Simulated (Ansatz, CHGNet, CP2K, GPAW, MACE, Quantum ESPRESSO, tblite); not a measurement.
# Running generalised stacking fault on (111) (glide set) of a Ge-Sn solid solution (48 atoms) with GPAW

Wanted: GPAW inputs and outputs for generalised stacking fault on (111) (glide set) of a Ge-Sn solid solution (48 atoms), checked against a plane-wave reference.

Program: GPAW 26.7.0. Level of theory: the method is named at each step. Results are calculated unless marked as measured.

## Step 1: The structure

The cell holds 48 atoms: 34 Ge and 14 Sn. Cell: a = 8.334 Å, b = 7.218 Å, c = 20.867 Å, α = 90.0°, β = 79.5°, γ = 90.0°. Diamond-structure Ge lattice (a = 5.8932 Å, the value set for the mixture), cell with z along [111], 2 x 1 x 2 periods; the third cell vector is tilted by 0.917 of 1/2[1-10] and lengthened by 0.1 Å, so the cell holds one fault (glide set); displaced by a Gaussian of 0.01 Å; 14 of 48 Ge sites given to Sn at random (lattice constant by Vegard's rule between Ge and Sn). Then every atom was moved at random, 0.05 Å r.m.s. a Cartesian component. The structure's axis is c.

The yardstick, on the same geometry:

- method: Kohn-Sham DFT, PBE, SSSP efficiency 1.3.0 pseudopotentials, plane waves (Quantum ESPRESSO 7.5); sssp-pbe-1.3.0-efficiency, cutoffs 45/360 Ry, Γ point
- r.m.s. force component: 1.177 eV/Å
- longest force: 5.194 eV/Å
- pressure: 8.323 GPa
- time: 2.2 min on 4 MPI ranks of Arm Neoverse V2, shared host
- CPU time: 8.6 min

## Step 2: PBE, LCAO dzp, h 0.2 Å

Method: Kohn-Sham DFT, PBE, PAW, atomic orbitals (dzp).

run.py

```python
import numpy as np
from ase.io import read
from gpaw import GPAW, FermiDirac

atoms = read("structure.xyz")
atoms.calc = GPAW(
    mode="lcao",
    basis="dzp",
    h=0.2,
    xc="PBE",
    kpts={"size": (1, 1, 1), "gamma": True},
    occupations=FermiDirac(0.05),
    maxiter=200,
    symmetry={"point_group": False},
    txt="gpaw.txt",
)
energy = atoms.get_potential_energy(force_consistent=True)
forces = atoms.get_forces()
print(f"energy {energy:.6f} eV")
print("forces (eV/A)")
for i, (a, f) in enumerate(zip(atoms, forces)):
    print(f"{i:4d} {a.symbol:2s} {f[0]:10.5f} {f[1]:10.5f} {f[2]:10.5f}")
print(f"Fermi level {atoms.calc.get_fermi_level():.4f} eV")
for k in range(len(atoms.calc.get_ibz_k_points())):
    for s in range(atoms.calc.get_number_of_spins()):
        e = atoms.calc.get_eigenvalues(kpt=k, spin=s)
        n = np.searchsorted(e, atoms.calc.get_fermi_level())
        print(f"k {k} spin {s} levels about the Fermi level:", np.round(e[max(n - 6, 0):n], 4).tolist(), "|", np.round(e[n:n + 6], 4).tolist())
```

structure.xyz

```xyz
48
Lattice="8.33424 0.00000 0.00000 0.00000 7.21767 0.00000 3.81983 0.00000 20.51464" Properties=species:S:1:pos:R:3 pbc="T T T"
Ge 6.28357 3.57765 0.39327
Sn 6.28492 3.53348 2.93031
Sn 6.31692 6.05353 3.85060
Ge 6.23705 5.95443 6.42724
Sn 2.08177 3.57340 0.34670
Ge 2.15423 3.59909 2.94159
Ge 2.02997 5.89842 3.88917
Ge 1.99748 6.00041 6.37246
Ge 4.19331 0.03313 0.39265
Ge 4.25518 7.16751 2.96826
Sn 4.17661 2.45798 3.95892
Ge 4.19458 2.46418 6.39277
Sn 4.13900 4.73328 7.19715
Sn 4.15049 4.78799 9.79000
Ge 6.33364 1.13527 7.21992
Ge 6.21977 1.16941 9.76435
Ge 6.38688 3.62710 10.65243
Ge 6.37776 3.60429 13.16999
Ge 6.20642 5.96143 14.10730
Ge 6.29669 6.00900 16.53870
Ge 8.34854 0.01234 0.48230
Sn 8.39584 7.14311 2.93359
Ge 8.32431 2.35051 3.82372
Ge 8.41127 2.38659 6.38641
Ge 8.30071 4.87084 7.19182
Ge 8.32732 4.85049 9.76251
Sn 2.11768 1.19712 7.22751
Ge 2.09978 1.06677 9.79143
Ge 2.08708 3.64608 10.63007
Ge 10.41627 3.66578 13.19809
Ge 10.45140 6.00488 14.04966
Ge 10.38775 6.00279 16.51470
Ge 4.08834 0.02649 10.61325
Ge 4.10944 0.01213 13.15747
Ge 4.16108 2.44203 14.03058
Ge 4.02488 2.42276 16.54013
Ge 4.14019 4.81159 17.45529
Ge 4.12130 4.74468 20.00362
Sn 6.25073 1.18435 17.34595
Sn 6.27787 1.23206 19.94495
Sn 8.32664 0.09361 10.50678
Sn 8.38477 7.14557 13.20199
Sn 8.29622 2.29594 13.99222
Ge 8.36767 2.41438 16.53111
Sn 8.34840 4.79823 17.43293
Ge 8.33528 4.84724 20.00239
Ge 10.35546 1.21019 17.43519
Ge 10.44735 1.20614 20.00239
```

Launch:

```bash
$ OMP_NUM_THREADS=1 python run.py > output.txt
```

Output:

```text
energy -176.823798 eV
forces (eV/A)
   0 Ge    1.46029   -0.74139   -0.37438
   1 Sn    1.12963    0.50824   -0.96377
   2 Sn   -1.74767   -1.04188    1.49885
   3 Ge    0.53152    0.85883    0.03446
   4 Sn    3.41014    0.28290    2.51249
   5 Ge   -1.42132    0.23693    0.06366
   6 Ge    1.76771   -0.18438    0.35825
   7 Ge   -0.01666   -0.47995   -0.72784
   8 Ge    3.85408   -2.41876    2.39812
   9 Ge   -1.93103    0.48615   -0.93130
  10 Sn   -1.21831   -1.71578   -0.64716
  11 Ge    1.34028   -2.40004    0.84496
  12 Sn   -0.52695    1.65748   -0.45184
  13 Sn    1.19786    0.24520    1.08210
  14 Ge   -0.39522    0.44345    0.32819
  15 Ge   -1.71099    1.05414   -0.86894
  16 Ge   -0.41695   -0.55054    0.39433
  17 Ge   -2.49432    0.92611   -0.65107
  18 Ge   -0.61980   -0.28290   -0.34299
  19 Ge   -1.34206   -0.84922   -0.43302
  20 Ge    1.75117   -1.40903   -1.18246
  21 Sn    1.87070    1.55694   -0.31947
  22 Ge    1.61116    0.25810    1.05483
  23 Ge   -1.59389    1.06652   -0.81183
[...]
40 Sn   -0.46580   -1.12333    0.67882
  41 Sn   -0.82101   -2.44503   -0.77724
  42 Sn    1.44800    2.31873    1.18921
  43 Ge    0.50187   -0.28798    0.24862
  44 Sn   -0.15204   -0.30522    0.43473
  45 Ge   -1.24923    0.92385    0.13880
  46 Ge    0.05118   -0.64449    0.34593
  47 Ge   -2.12372    0.96717   -1.18694
Fermi level 5.7658 eV
k 0 spin 0 levels about the Fermi level: [5.3367, 5.3861, 5.4191, 5.6054, 5.6804, 5.7194] | [5.8035, 5.8602, 5.9551, 6.0586, 6.2333, 6.2878]
```

gpaw.txt:

```text
Input parameters:
  mode=LCAO(),
  basis={'default': 'dzp'},
  h=0.2,
  kpts=MonkhorstPack(size=(1, 1, 1), gamma=True),
  maxiter=200,
  occupations=Occupations(name='fermi-dirac', width=0.05, fixmagmom=False),
  symmetry=Symmetry(point_group=False),
  xc=XC(name='PBE')
Unit cell  # Å
| periodic |        x |        y |         z |   lengths |    angles |
|----------|----------|----------|-----------|-----------|-----------|
|      yes | 8.334240 | 0.000000 |  0.000000 |  8.334240 | 90.000000 |
|      yes | 0.000000 | 7.217670 |  0.000000 |  7.217670 | 79.452306 |
|      yes | 3.819830 | 0.000000 | 20.514640 | 20.867236 | 90.000000 |
Number of symmetries: 1
Symmetry operations  # r_c * U_cc + t_c -> r_c
|   | kind |            matrix            |
|---|------|------------------------------|
| 0 |  E   |  1, 0, 0,  0, 1, 0,  0, 0, 1 |
BZ-sampling:
  Number of BZ points: 1
  Number of IBZ points: 1
  Monkhorst-Pack size: [1, 1, 1]
  Monkhorst-Pack shift: [0, 0, 0]
[... lines left out ...]
  Fermi-Dirac:
[... lines left out ...]
xc functional:
  name: PBE with 2 nearest neighbor stencil
interpolation: tri-quintic # 5. degree polynomial
Initialization done in: 6.089 s
convergence criteria:
- Maximum [total energy] change in last 3 cyles: 0.0005 eV / valence electron
- Maximum integral of absolute [dens]ity change: 0.0001 electrons / valence electron
- Maximum integral of absolute [eigenst]ate change: 4e-08 eV^2 / valence electron
maximum number of iterations: 200
SCF iterations
|iter     |      energy | eigst |  dens |
|---------|-------------|-------|-------|
|iter:   1| -177.715882 |      c|       |
|iter:   2| -177.431072 |      c| -1.22 |
|iter:   3| -193.719508 |      c| -1.24 |
|iter:   4| -191.964533 |      c| -1.12 |
[...]
|iter:   8| -176.781253 |      c| -1.68 |
|iter:   9| -176.761697 |      c| -1.99 |
|iter:  10| -176.729025c|      c| -2.17 |
|iter:  11| -176.721879c|      c| -2.29 |
|iter:  12| -176.706305c|      c| -2.51 |
|iter:  13| -176.707849c|      c| -2.80 |
|iter:  14| -176.706465c|      c| -3.20 |
|iter:  15| -176.706463c|      c| -3.66 |
|iter:  16| -176.706490c|      c| -4.04c|
Converged in 16 steps
SCF loop duration: 107.305 s (6.707 s/step)
Energy contributions relative to reference atoms: (reference = -4293469.393285)
Energy contributions:
  Kinetic:         754.175921
  Coulomb:        -658.847248
  Zero:              0.941009
  External:          0.000000
  Xc:             -272.858863
  Entropy:          -0.234617
  Spinorbit:         0.000000
  ----------------------------
  Free energy:    -176.823798
  Extrapolated:   -176.706490
dipole moment: (-4.603892, -50.694238, -31.733249)  # |e|*Ang
Fermi level: 5.766
Eigenvalues  # (at kpt = [0.000, 0.000, 0.000])
| band index |      eig [eV] | occ [0-2] |
|------------|---------------|-----------|
|          0 |       -16.753 |     2.000 |
|        ... |               |           |
|        158 |         4.926 |     2.000 |
|        159 |         5.202 |     2.000 |
[...]
|        173 |         6.525 |     0.000 |
|        ... |               |           |
|        203 |         9.248 |     0.000 |
Gap: 0.084 eV
Transition (v -> c):
  (s=0, k=0, n=165, [0.00, 0.00, 0.00]) -> (s=0, k=0, n=166, [0.00, 0.00, 0.00])
No difference between direct/indirect transitions
Force computation time: 13.942  # s
timing:  # [seconds]
  Total:  127.355  # ━━━━━━━━━━━━━━━━━━━━━━━━━━━━━━━━━━━━━━━━━━━━━━━━━━━━━━━━
  Init:     6.089  # ━━╸
  SCF:    107.305  # ━━━━━━━━━━━━━━━━━━━━━━━━━━━━━━━━━━━━━━━━━━━━━━━
  Forces:  13.942  # ━━━━━━
```

It took 2.1 min on 1 thread of Arm Neoverse V2, shared host; peak memory 1.2 GiB.

Banners, paths, timers and routine set-up lines are dropped from the logs unmarked, and long logs keep their key lines alone; longer cuts are marked.

Compared with the plane-wave run:

- r.m.s. force component: 1.231 eV/Å
- r.m.s. difference of force components: 72.18 meV/Å
- longest difference of force vectors: 268.6 meV/Å
- force difference over r.m.s. force: 6.134 %
- slope of forces against the reference's: 1.045
- correlation of force components: 0.9992

Length of the force difference by element (eV/Å):

```tsv
element	atoms	mean	most
Ge	34	0.11	0.27
Sn	14	0.11	0.26
```

The surroundings of Ge38, which bears the longest force, nearest first, numbered as they follow in the input and with coordinates relative to it.

```tsv
atom	x	y	z	distance (Å)	bonds	Fx	Fy	Fz (eV/Å)
Ge38	0.00	0.00	0.00	0.00	4	-4.17	2.91	-1.99
Sn5	1.78	-1.17	0.86	2.30	4	3.41	0.28	2.51
Ge37	0.02	0.07	-2.55	2.55	4	0.09	-0.04	0.05
Ge21	-0.29	2.49	0.99	2.69	4	1.75	-1.41	-1.18
Ge1	-2.35	-1.17	0.90	2.78	4	1.46	-0.74	-0.37
Ge48	-2.01	-3.54	0.00	4.07	4	-2.12	0.97	-1.19
Ge6	1.85	-1.15	3.45	4.08	4	-1.42	0.24	0.06
Ge46	-4.12	0.10	0.00	4.12	4	-1.25	0.92	0.14
Sn40	2.16	-3.51	-0.06	4.12	4	-3.02	-0.47	-0.79
```

Atoms are counted from 1 here, from 0 in the log.

Forces lie 6.1 % from the reference's, at 0.25 times its CPU time (on 1 against 4 cores).

## Step 3: PBE, plane waves 550 eV

Method: Kohn-Sham DFT, PBE, PAW, plane waves.

run.py, as its differences from that of step 2:

```diff
@@ -2,3 +2,4 @@
 from ase.io import read
-from gpaw import GPAW, FermiDirac
+from gpaw import GPAW, FermiDirac, PW
+from ase.parallel import parprint as print
 
@@ -6,5 +7,3 @@
 atoms.calc = GPAW(
-    mode="lcao",
-    basis="dzp",
-    h=0.2,
+    mode=PW(550),
     xc="PBE",
@@ -14,2 +13,3 @@
     symmetry={"point_group": False},
+    nbands=396,
     txt="gpaw.txt",
@@ -22,2 +22,6 @@
     print(f"{i:4d} {a.symbol:2s} {f[0]:10.5f} {f[1]:10.5f} {f[2]:10.5f}")
+stress = -atoms.get_stress(voigt=False) * 160.21766
+print("stress (GPa, compression positive)")
+for row in stress:
+    print(" ".join(f"{x:10.4f}" for x in row))
 print(f"Fermi level {atoms.calc.get_fermi_level():.4f} eV")
```

structure.xyz is that of step 2.

Launch:

```bash
$ OMP_NUM_THREADS=1 mpirun -np 2 gpaw python run.py > output.txt
```

Output:

```text
energy -187.004109 eV
forces (eV/A)
   0 Ge    1.38473   -0.69452   -0.39556
   1 Sn    1.08655    0.46736   -0.97704
   2 Sn   -1.67398   -0.97059    1.44275
   3 Ge    0.50741    0.84942    0.04378
   4 Sn    3.20823    0.28894    2.37553
   5 Ge   -1.36517    0.24637    0.05288
[...]
45 Ge   -1.14973    0.85248    0.17326
  46 Ge    0.06414   -0.59762    0.32902
  47 Ge   -2.03683    0.90120   -1.11427
stress (GPa, compression positive)
   16.0212    -1.7136     1.3016
   -1.7136     3.0515    -1.4912
    1.3016    -1.4912     5.9971
Fermi level 5.7429 eV
k 0 spin 0 levels about the Fermi level: [5.3321, 5.3824, 5.4157, 5.5957, 5.675, 5.6793] | [5.7823, 5.8382, 5.9169, 6.0178, 6.2123, 6.2476]
```

gpaw.txt:

```text
Input parameters:
  mode=PW(ecut=550.0),
  kpts=MonkhorstPack(size=(1, 1, 1), gamma=True),
  maxiter=200,
  nbands=396,
  occupations=Occupations(name='fermi-dirac', width=0.05, fixmagmom=False),
[... lines left out ...]
  Converge bands: occupied
[... lines left out ...]
  Fermi-Dirac:
[... lines left out ...]
convergence criteria:
- Maximum [total energy] change in last 3 cyles: 0.0005 eV / valence electron
[... lines left out ...]
Converged in 19 steps
[... lines left out ...]
  Free energy:    -187.004109
[... lines left out ...]
Fermi level: 5.743
[... lines left out ...]
|        ... |               |           |
[...]
Gap: 0.103 eV
Transition (v -> c):
  (s=0, k=0, n=165, [0.00, 0.00, 0.00]) -> (s=0, k=0, n=166, [0.00, 0.00, 0.00])
No difference between direct/indirect transitions
Force computation time: 2.730  # s
Stress tensor  # eV/Ang^3
|         x |         y |         z |
|-----------|-----------|-----------|
[...]
|  0.010695 | -0.019046 |  0.009308 |
| -0.008124 |  0.009308 | -0.037431 |
Stress computation time: 13.043  # s
```

It took 3.1 min on 2 MPI ranks; peak memory 1.5 GiB; 6.1 min of CPU time.

Compared with the plane-wave run:

```yaml
r_m_s_force_component: 1.173 eV/Å
r_m_s_difference_of_force_components: 27.18 meV/Å
longest_difference_of_force_vectors: 107.7 meV/Å
force_difference_over_r_m_s_force: 2.31 %
slope_of_forces_against_the_reference_s: 0.9962
correlation_of_force_components: 0.9997
pressure: 8.357 GPa
pressure_difference: 0.0333 GPa
```

Against the first run (6.1 %), the force difference from the reference is 2.3 %, at 2.9 times the CPU time (on 2 against 1 cores).

The run ends at a pressure of 8.36 GPa, with forces up to 5.2 eV/Å.

## Step 4: PBE, LCAO szp(dzp), h 0.2 Å

Method: Kohn-Sham DFT, PBE, PAW, atomic orbitals (szp(dzp)).

run.py, as its differences from that of step 3:

```diff
@@ -2,4 +2,3 @@
 from ase.io import read
-from gpaw import GPAW, FermiDirac, PW
-from ase.parallel import parprint as print
+from gpaw import GPAW, FermiDirac
 
@@ -7,3 +6,5 @@
 atoms.calc = GPAW(
-    mode=PW(550),
+    mode="lcao",
+    basis="szp(dzp)",
+    h=0.2,
     xc="PBE",
@@ -13,3 +14,2 @@
     symmetry={"point_group": False},
-    nbands=396,
     txt="gpaw.txt",
@@ -22,6 +22,2 @@
     print(f"{i:4d} {a.symbol:2s} {f[0]:10.5f} {f[1]:10.5f} {f[2]:10.5f}")
-stress = -atoms.get_stress(voigt=False) * 160.21766
-print("stress (GPa, compression positive)")
-for row in stress:
-    print(" ".join(f"{x:10.4f}" for x in row))
 print(f"Fermi level {atoms.calc.get_fermi_level():.4f} eV")
```

structure.xyz is that of step 3.

Launch:

```bash
$ OMP_NUM_THREADS=1 python run.py > output.txt
```

Output:

```text
energy -167.028664 eV
forces (eV/A)
   0 Ge    1.66531   -0.85630   -0.36339
   1 Sn    1.15278    0.55317   -0.98917
   2 Sn   -1.75698   -1.08958    1.57568
   3 Ge    0.49860    0.90306    0.00604
   4 Sn    3.64129    0.27125    2.67185
   5 Ge   -1.54271    0.20032    0.06945
   6 Ge    1.93570   -0.17310    0.32414
   7 Ge    0.04363   -0.47198   -0.75643
   8 Ge    4.13446   -2.55686    2.54079
   9 Ge   -2.12029    0.50970   -0.92951
  10 Sn   -1.25935   -1.83995   -0.70131
  11 Ge    1.48606   -2.58706    0.93893
[...]
43 Ge    0.51924   -0.28907    0.24288
  44 Sn   -0.16634   -0.34075    0.46455
  45 Ge   -1.46153    1.09825    0.12380
  46 Ge    0.01776   -0.75346    0.36597
  47 Ge   -2.38170    1.10562   -1.29062
Fermi level 5.5384 eV
k 0 spin 0 levels about the Fermi level: [5.0997, 5.1351, 5.1899, 5.3768, 5.4317, 5.5058] | [5.5707, 5.6354, 5.7451, 5.856, 6.0184, 6.117]
```

gpaw.txt:

```text
Input parameters:
  mode=LCAO(),
  basis={'default': 'szp(dzp)'},
  h=0.2,
  kpts=MonkhorstPack(size=(1, 1, 1), gamma=True),
  maxiter=200,
  occupations=Occupations(name='fermi-dirac', width=0.05, fixmagmom=False),
  symmetry=Symmetry(point_group=False),
  xc=XC(name='PBE')
[... lines left out ...]
  Fermi-Dirac:
[... lines left out ...]
convergence criteria:
- Maximum [total energy] change in last 3 cyles: 0.0005 eV / valence electron
[... lines left out ...]
Converged in 18 steps
[... lines left out ...]
  Free energy:    -167.028664
[... lines left out ...]
Fermi level: 5.538
[... lines left out ...]
|          0 |       -17.531 |     2.000 |
|        ... |               |           |
|        158 |         4.706 |     2.000 |
|        159 |         4.976 |     2.000 |
[...]
|        173 |         6.434 |     0.000 |
|        ... |               |           |
|        203 |         9.251 |     0.000 |
Gap: 0.065 eV
Transition (v -> c):
  (s=0, k=0, n=165, [0.00, 0.00, 0.00]) -> (s=0, k=0, n=166, [0.00, 0.00, 0.00])
No difference between direct/indirect transitions
Force computation time: 11.080  # s
timing:  # [seconds]
  Total:  116.460  # ━━━━━━━━━━━━━━━━━━━━━━━━━━━━━━━━━━━━━━━━━━━━━━━━━━━━━━━━
  Init:     5.635  # ━━╸
  SCF:     99.723  # ━━━━━━━━━━━━━━━━━━━━━━━━━━━━━━━━━━━━━━━━━━━━━━━━
  Forces:  11.080  # ━━━━━╸
```

It took 2 min on 1 thread; peak memory 1.1 GiB.

Compared with the plane-wave run:

```
r.m.s. force component                  : 1.321 eV/Å
r.m.s. difference of force components   : 169.1 meV/Å
longest difference of force vectors     : 648.6 meV/Å
force difference over r.m.s. force      : 14.37 %
slope of forces against the reference's : 1.12
correlation of force components         : 0.9975
```

This is a coarse setting, run to see what it loses.

Against the first run (6.1 %), the force difference from the reference is 14 %, at 0.92 times the CPU time, with 502 basis functions against 764: the smaller basis costs accuracy.

(Continued in part 2 of 2.)

[Also dropped from logs without a mark: logging warnings of Python, and SIESTA's first energy breakdown and zero terms.]

[Logs are printed without paths, hosts, clocks, repeated set-up lines and the standing remarks that a program may print on its own settings, such as how far it seeks lower states.]

[Hosts, paths, dates, database ids (printed as entryN), source tags and the programs' standing remarks are cut or masked in the printed files.]
